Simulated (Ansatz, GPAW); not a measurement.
# Screening of a field by Y2NOS MXene monolayer, part 3 of 3

Aim: the dipole that a field along the normal induces in Y2NOS MXene monolayer.

GPAW 26.7.0 and Ansatz 0.2.0; Ansatz plane waves; layer without images along its normal, relaxation of atoms and in-plane cell (the session's first sound run).

So far. Step 8 (In a field): The dipole is now 0.121 e Å, against 0.080 in the run without a field. Step 9 (Field on): The dipole is now 0.161 e Å, against 0.080 in the run without a field.

### Step 10. Field on

Contents of run.py:

```python
import json
import numpy as np
from ase import Atoms
from gpaw import GPAW, PW
from gpaw.external import ConstantElectricField

slab = Atoms(
    ['S', 'Y', 'N', 'Y', 'O'],
    positions=[
        [-0.00000, 2.04106, 9.00000],
        [1.76761, 1.02053, 10.95604],
        [0.00000, -0.00000, 12.09903],
        [-0.00000, 2.04106, 13.82659],
        [1.76761, 1.02053, 14.54481]],
    cell=[[3.53522, 0.0, -0.0], [-1.76761, 3.06159, -0.0], [-0.0, -0.0, 23.5448]],
    pbc=[True, True, False],
    magmoms=[0.0, 1.0, 0.0, 1.0, 0.0])

slab.calc = GPAW(mode=PW(500), xc='PBE', kpts={'size': (9, 9, 1), 'gamma': True},
                 occupations={'name': 'fermi-dirac', 'width': 0.05}, nbands='160%',
                 convergence={'density': 1e-05}, maxiter=200,
                 poissonsolver={'dipolelayer': 'xy'},
                 external=ConstantElectricField(0.3, [0, 0, 1]),
                 symmetry={'tolerance': 1e-3}, txt='slab.txt')
result = {}
energy = slab.get_potential_energy()
fermi = slab.calc.get_fermi_level()
v = slab.calc.get_electrostatic_potential().mean((0, 1)) - fermi
n = slab.calc.get_pseudo_density().mean((0, 1))
L = slab.cell[2, 2]
z = np.arange(len(v)) * L / len(v)
low, high = slab.positions[:, 2].min(), slab.positions[:, 2].max()
below, above = np.interp([low - 6.8, high + 6.8], z, v)
slopes = [np.interp(x, z, np.gradient(v, z)) for x in (low - 6.8, high + 6.8)]
eps = np.array([[slab.calc.get_eigenvalues(k, s) for k in range(len(slab.calc.get_ibz_k_points()))]
                for s in range(slab.calc.get_number_of_spins())]) - fermi
top, bottom = eps[eps < 0].max(), eps[eps > 0].min()
dipole = slab.get_dipole_moment()[2]
print(f'energy {energy:.4f} eV, Fermi level {fermi:.4f} eV, dipole {dipole:.5f} e A')
print(f'potential 6.8 A off the faces, from the Fermi level: lower {below:.4f} eV, upper {above:.4f} eV')
print(f'slope of the potential there: lower {slopes[0]:.5f}, upper {slopes[1]:.5f} eV/A')
print(f'nearest levels on the mesh: {top:.4f} and {bottom:.4f} eV')
print('magnetic moment', round(slab.get_magnetic_moment(), 3))
result.update(energy=energy, fermi=fermi, dipole=dipole, below=below, above=above, slopes=slopes, edges=[top, bottom],
              z=z.tolist(), v=v.tolist(), n=n.tolist(), positions=slab.positions.tolist(),
              forces=slab.get_forces(apply_constraint=False).tolist(), moments=slab.get_magnetic_moments().tolist())
json.dump(result, open('result.json', 'w'))
```

Launch:

```
$ OMP_NUM_THREADS=1 OPENBLAS_NUM_THREADS=1 python run.py
```

Wall time 3.5 min (1 thread of AMD EPYC 9R14 (Zen 4), shared host); peak memory 0.65 GiB.

The electrostatic potential energy of an electron (without an applied field's), less the Fermi level, planar mean oscillates, so the rows of the table below give means over windows of 1 Å about each position, cut where the curve ends. Its maxima inside the range that stand out by 2 % of the span (Å: eV): 0.6: 8.41, 9.8: 0.416, 11.7: -5.54, 12.7: 0.142. Its minima: 9.0: -12.1, 10.9: -16.3, 12.1: -8.11, 13.8: -17.2.

Electrostatic potential energy of an electron (without an applied field's), less the Fermi level, planar mean against z; means over each step:

```
z (Å)  electrostatic potential energy of an electron (without an applied field's), less the Fermi level, planar mean (eV)
    0                                                                                                                7.77
    1                                                                                                                8.41
    2                                                                                                                8.41
    3                                                                                                                8.41
    4                                                                                                                8.41
    5                                                                                                                8.41
    6                                                                                                                8.40
    7                                                                                                                8.28
    8                                                                                                                5.67
    9                                                                                                               -7.28
   10                                                                                                               -1.98
   11                                                                                                               -13.0
   12                                                                                                               -5.79
   13                                                                                                               -3.47
   14                                                                                                               -15.1
   15                                                                                                               -2.00
   16                                                                                                                4.74
   17                                                                                                                5.02
   18                                                                                                                5.04
   19                                                                                                                5.04
   20                                                                                                                5.04
   21                                                                                                                5.04
   22                                                                                                                5.04
   23                                                                                                                5.23
```

The dipole is now 0.202 e Å, against 0.080 in the run without a field.

### Step 11. The series

The members are put on one axis.

This step: induced dipole against applied field (GPAW 26.7.0).

The dipole along the normal by field:

```
field (V/Å)  dipole along the normal (e·Å)
     -0.200                        -5.5e-4
     -0.100                         0.0399
     -0.050                         0.0600
      0.000                         0.0799
      0.050                          0.100
      0.100                          0.121
      0.200                          0.161
      0.300                          0.202
```

### Step 12. Summary of results

* work function, upper and lower face: 5.949 and 7.290 eV
* dipole along the normal: 0.0799 e Å
* induced dipole per field: 0.404 e Å per V/Å
* out-of-plane polarisability per area, α/(ε0 A): 6.76 Å

**Reading.** The field induces 0.404 e Å per V/Å, a polarisable thickness α/(ε0 A) of 6.76 Å beside 5.54 Å between the outermost nuclei. A perfect conductor would give the distance between its two image planes; a dielectric of thickness t gives t(1 - 1/ε). The two faces differ by 1.3 eV, the step that the slab's dipole makes (e p/(ε0 A) gives 1.3 eV), so the dipole layer is needed. The induced dipole is linear in the field over this range. The starting lattice was a guess from atomic radii; the relaxation moved it by 4 %. One magnetic start was tried; another order may lie lower. The layer's cell and atoms come from the relaxation; spin-orbit coupling and temperature are left out.

[Logs are printed without paths, hosts, clocks, repeated set-up lines and the standing remarks that a program may print on its own settings, such as how far it seeks lower states.]

[Hosts, paths, dates, database ids (printed as entryN), source tags and the programs' standing remarks are cut or masked in the printed files.]
